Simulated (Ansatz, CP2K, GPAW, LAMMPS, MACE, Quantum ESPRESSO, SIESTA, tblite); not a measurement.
# Aqueous Ca2+ and HSO4-, 2.3 mol of salt per kg of water at 360 K (85 atoms): one structure in several programs, part 2 of 2

Aim: run aqueous Ca2+ and HSO4-, 2.3 mol of salt per kg of water at 360 K (85 atoms) in several programs and set results and cost side by side. A plane-wave run serves as the reference.

Reference: Ansatz 0.2.0; Kohn-Sham DFT, PBE, PAW, plane waves.

So far. Step 2 (Reference: Ansatz, plane waves): Neighbours are counted within 1.21 Å (H-O), 2.02 Å (O-S), 3.02 Å (O-Ca). Step 4 (The other programs): All use the same cell and atoms; the electronic-structure runs use the same k-mesh, and an electronic temperature of 580 K (0.05 eV) where levels are smeared.

## (4) The other programs (continued)

Differences are against the plane-wave reference, forces as r.m.s. over components; share is that over the reference's r.m.s. force, slope the least-squares factor from reference forces to these. Total energies of different programs have different zeros and aren't compared.

```
                                                                       run  Δ force, r.m.s. (meV/Å)  share (%)   slope  Δ pressure (GPa)  Δ gap (eV)  cores  CPU time  memory (GiB)
                                                                 reference                        -          -       -                 -           -      4      23 s          0.87
CP2K PBE, DZVP-MOLOPT-SR, 600/50 Ry, TRS4 filter 1e-03, SCF 1e-04 (coarse)                      329       52.0   1.046              1.75           -      2      75 s           1.2
         CP2K PBE, DZVP-MOLOPT-SR, 600/50 Ry, TRS4 filter 1e-05, SCF 1e-06                     90.2       14.3   0.986             0.477           -      2   1.9 min           1.2
         CP2K PBE, DZVP-MOLOPT-SR, 600/50 Ry, TRS4 filter 1e-07, SCF 1e-07                     88.0       13.9   0.990             0.476           -      2   2.3 min           1.2
                      CP2K PBE, DZVP-MOLOPT-SR, 600/50 Ry, diagonalisation                     88.6       14.0   0.991             0.476        1.27      2   3.5 min           2.5
                   CP2K PBE, DZVP-UZH, 210/50 Ry, diagonalisation (coarse)                      203       32.2   0.896              1.64      0.0779      2   2.3 min          0.68
                            CP2K PBE, DZVP-UZH, 600/50 Ry, diagonalisation                      151       23.9   0.903              1.29       0.119      4   3.6 min           3.4
              CP2K PBE, SZV-MOLOPT-SR, 600/50 Ry, diagonalisation (coarse)                     2668        422  -0.535              18.2        1.50      1   1.8 min           2.4
                                              GPAW PBE, LCAO dzp, h 0.18 Å                      494       78.1   0.639                 -       0.188      1      54 s          0.82
                                 GPAW PBE, LCAO sz(dzp), h 0.18 Å (coarse)                     3525        557  -1.566                 -      -0.644      1      26 s          0.66
                                GPAW PBE, LCAO szp(dzp), h 0.18 Å (coarse)                     1599        253  -0.497                 -       0.745      1      45 s          0.79
                                               MACE MP-0b2 small potential                     87.8       13.9   0.913            -0.201           -      1     7.3 s          0.67
                                              MACE MP-0b3 medium potential                     90.4       14.3   0.904            -0.152           -      1     9.5 s           1.3
                                               MACE MPA-0 medium potential                     85.8       13.6   0.933             0.399           -      1      10 s           1.2
                                               QE PBE, gbrv-1.5, 40/200 Ry                      211       33.4   0.784              1.23      0.0226      2      87 s          0.74
                                  QE PBE, sssp-1.3.0-efficiency, 60/480 Ry                     17.0       2.69   0.990            -0.214     -0.0095      2   4.1 min           2.0
                       SIESTA PBE, DZ, shift 0.01 Ry, mesh 500 Ry (coarse)                     1798        284   0.341              6.64      -0.637      1      60 s          0.59
                               SIESTA PBE, DZP, shift 0.01 Ry, mesh 500 Ry                      257       40.6   0.798             -0.18       0.253      2     2 min           1.2
                       SIESTA PBE, SZ, shift 0.01 Ry, mesh 500 Ry (coarse)                     3604        570  -1.565              19.8       -1.08      1      52 s          0.53
                       SIESTA PBE, SZ, shift 0.02 Ry, mesh 500 Ry (coarse)                     3456        546  -1.436              15.9       -1.02      1      47 s          0.49
 SIESTA PBE, SZ, shift 0.02 Ry, mesh 500 Ry, orbital minimisation (coarse)                     3456        546  -1.436              15.9           -      2      89 s          0.72
                      SIESTA PBE, SZP, shift 0.01 Ry, mesh 500 Ry (coarse)                     1464        231  -0.298              6.39       0.878      2   1.9 min           1.1
                                                           tblite GFN1-xTB                      342       54.1   1.124             -3.50           -      1     3.2 s          0.15
```

Rows marked coarse were listed beforehand as settings not expected to be converged; some can still land near the reference.

Times of the machine-learned potentials are mostly Python's start and the loading of weights.

CPU time is summed over cores on a shared host, where runs went side by side, so it is rough. Symmetry, cutoffs, thresholds, outputs and thread counts weren't matched or tuned between programs; memory under MPI is the largest rank's times the ranks.

Runs without a result: CP2K GFN1-xTB, diagonalisation (not converged); CP2K HSE06 with ADMM, PBE0 potentials, DZVP-UZH, 600/50 Ry, OT DIIS (cut off at its time limit of 46 min).

Mean charges by element (e), by run and scheme:

| run | scheme | O | S | H | Ca |
| --- | --- | --- | --- | --- | --- |
| reference | Löwdin | -0.71 | +2.47 | +0.39 | +1.73 |
| CP2K PBE, DZVP-MOLOPT-SR, 600/50 Ry, TRS4 filter 1e-05, SCF 1e-06 | Mulliken | -0.33 | +0.87 | +0.15 | +1.36 |
| CP2K PBE, DZVP-MOLOPT-SR, 600/50 Ry, TRS4 filter 1e-07, SCF 1e-07 | Mulliken | -0.33 | +0.87 | +0.15 | +1.35 |
| CP2K PBE, DZVP-MOLOPT-SR, 600/50 Ry, diagonalisation | Mulliken | -0.33 | +0.87 | +0.15 | +1.35 |
| CP2K PBE, DZVP-MOLOPT-SR, 600/50 Ry, diagonalisation | Hirshfeld | -0.23 | +0.51 | +0.12 | +0.43 |
| CP2K PBE, DZVP-UZH, 600/50 Ry, diagonalisation | Mulliken | -0.56 | +0.63 | +0.30 | +1.49 |
| CP2K PBE, DZVP-UZH, 600/50 Ry, diagonalisation | Hirshfeld | -0.23 | +0.50 | +0.12 | +0.41 |
| SIESTA PBE, DZP, shift 0.01 Ry, mesh 500 Ry | Hirshfeld | -0.18 | +0.47 | +0.09 | +0.45 |
| tblite GFN1-xTB | Mulliken | -0.60 | +0.65 | +0.35 | +0.65 |

The reference's Löwdin charges lack the electrons that the projection spills, 0.040 e an atom on average.

Within one program, basis, potentials and functional, energies share a zero. Each run against its twin at the usual cutoff or grid and solver:

```csv
run,twin,Δ energy (meV/atom),"Δ force, r.m.s. (meV/Å)",CPU time over the twin's
"CP2K PBE, DZVP-MOLOPT-SR, 600/50 Ry, TRS4 filter 1e-03, SCF 1e-04","DZVP-MOLOPT-SR, 600/50 Ry, diagonalisation",2.66,263,0.36
"CP2K PBE, DZVP-MOLOPT-SR, 600/50 Ry, TRS4 filter 1e-05, SCF 1e-06","DZVP-MOLOPT-SR, 600/50 Ry, diagonalisation",0.017,35.4,0.55
"CP2K PBE, DZVP-MOLOPT-SR, 600/50 Ry, TRS4 filter 1e-07, SCF 1e-07","DZVP-MOLOPT-SR, 600/50 Ry, diagonalisation",0.0058,15.5,0.66
"CP2K PBE, DZVP-UZH, 210/50 Ry, diagonalisation","DZVP-UZH, 600/50 Ry, diagonalisation",-13.4,142,0.65 (this twin ran on 4 cores)
"SIESTA PBE, SZ, shift 0.02 Ry, mesh 500 Ry, orbital minimisation","SZ, shift 0.02 Ry, mesh 500 Ry",0,0.419,1.9 (this twin ran on 1 cores)
```

## (5) Summary of results

```json
{
  "reference r.m.s. force component": "0.633 eV/Å",
  "nearest in forces": "QE PBE, sssp-1.3.0-efficiency, 60/480 Ry, 2.7 %",
  "farthest in forces": "SIESTA PBE, SZ, shift 0.01 Ry, mesh 500 Ry (coarse), 570 %",
  "cheapest electronic-structure run beside the reference": "tblite GFN1-xTB, 3.2 s of CPU time"
}
```

What this shows: PBE on plane waves or a grid with other potentials, cutoffs or grids, coarse settings apart, differs from the reference by 2.7 % (QE PBE, sssp-1.3.0-efficiency, 60/480 Ry) to 33 % (QE PBE, gbrv-1.5, 40/200 Ry) of the r.m.s. force; this holds the reference's own error, so differences of a few per cent don't tell which side is nearer the exact PBE result (QE's 40 Ry are 544 eV, against the reference's 420 eV). QE PBE, gbrv-1.5, 40/200 Ry stands apart from the other plane-wave or grid runs, so its own grid or potentials are the likelier cause. The PBE runs in local orbitals, coarse settings apart, differ by 14 % (CP2K PBE, DZVP-MOLOPT-SR, 600/50 Ry, TRS4 filter 1e-07, SCF 1e-07) to 78 % (GPAW PBE, LCAO dzp, h 0.18 Å); basis, grid and potentials can all enter. Tight binding differs by 54 % (tblite GFN1-xTB); it is another model, with fitted parameters of its own, and the xTB methods hold dispersion. Machine-learned potentials differ by 14 % in each run; they were trained on other programs' data. Runs with settings chosen to be coarse differ by 32 % (CP2K PBE, DZVP-UZH, 210/50 Ry, diagonalisation) to 570 % (SIESTA PBE, SZ, shift 0.01 Ry, mesh 500 Ry), their programs' other errors included. One electronic-structure run takes under half the reference's CPU time: tblite GFN1-xTB, at 54 % in 3.2 s against 23 s; its pressure misses by -3.5 GPa. In CP2K PBE, DZVP-UZH, 600/50 Ry, diagonalisation the difference has nearly one length on every H (0.19 eV/Å) and points along its bond, outwards: this method prefers longer bonds, and stiff bonds to hydrogen turn a small shift into a large force. At the same functional, gaps differ from the reference's 4.11 eV by between -1.08 and +1.50 eV. A likely cause of the wide gaps: compact atomic orbitals describe empty levels worse than filled ones. In pressure, SIESTA PBE, SZ, shift 0.01 Ry, mesh 500 Ry misses by +19.8 GPa, at the same functional. Charges hang on model, scheme and program or settings: among these rows the mean for S runs from +0.47 to +2.47 e. With TRS4, tightening the sparsity filter from 1e-03 to 1e-07, and the SCF threshold with it, takes the force difference from the cubic solver from 263 to 15 meV/Å, and the CPU time from 0.36 to 0.66 times the cubic solver's. In the reference: filled and empty levels are parted by 4.11 eV (at Γ alone); a semilocal functional tends to put such gaps too low. In a disordered cell it changes from sample to sample and from frame to frame. In the reference: mean Löwdin charges: Ca +1.73, H +0.39, O -0.71, S +2.47 e (they miss 1.3 % of the electrons, so they add up to more than the cell's charge). Periodic xTB results under one method name differ between programs and library versions. With short bonds to hydrogen, sets of potentials differ among themselves by several per cent in forces even at converged cutoffs, so the reference isn't exact here either. GBRV, made for solids, lies farthest in such cells, whatever the cutoff. Machine-learned potentials mimic data converged in k, so the reference's own k-point error enters their differences. The network of contacts between molecules at the start is that of the classical potential that made the cell, and needn't be the one that DFT or experiment would give. The concentration wasn't checked against solubility and may exceed it. The reference's PBE has no dispersion term, which matters for the binding between molecules or layers. The density was typed from a rule of thumb and may lie off the real one at this temperature. The electronic-structure runs sample only Γ, in a cell whose shortest periodic width is 9 Å.

[Also dropped from logs without a mark: logging warnings of Python, and SIESTA's first energy breakdown and zero terms.]

[Logs are printed without paths, hosts, clocks, repeated set-up lines and the standing remarks that a program may print on its own settings, such as how far it seeks lower states.]

[Hosts, paths, dates, database ids (printed as entryN), source tags and the programs' standing remarks are cut or masked in the printed files.]
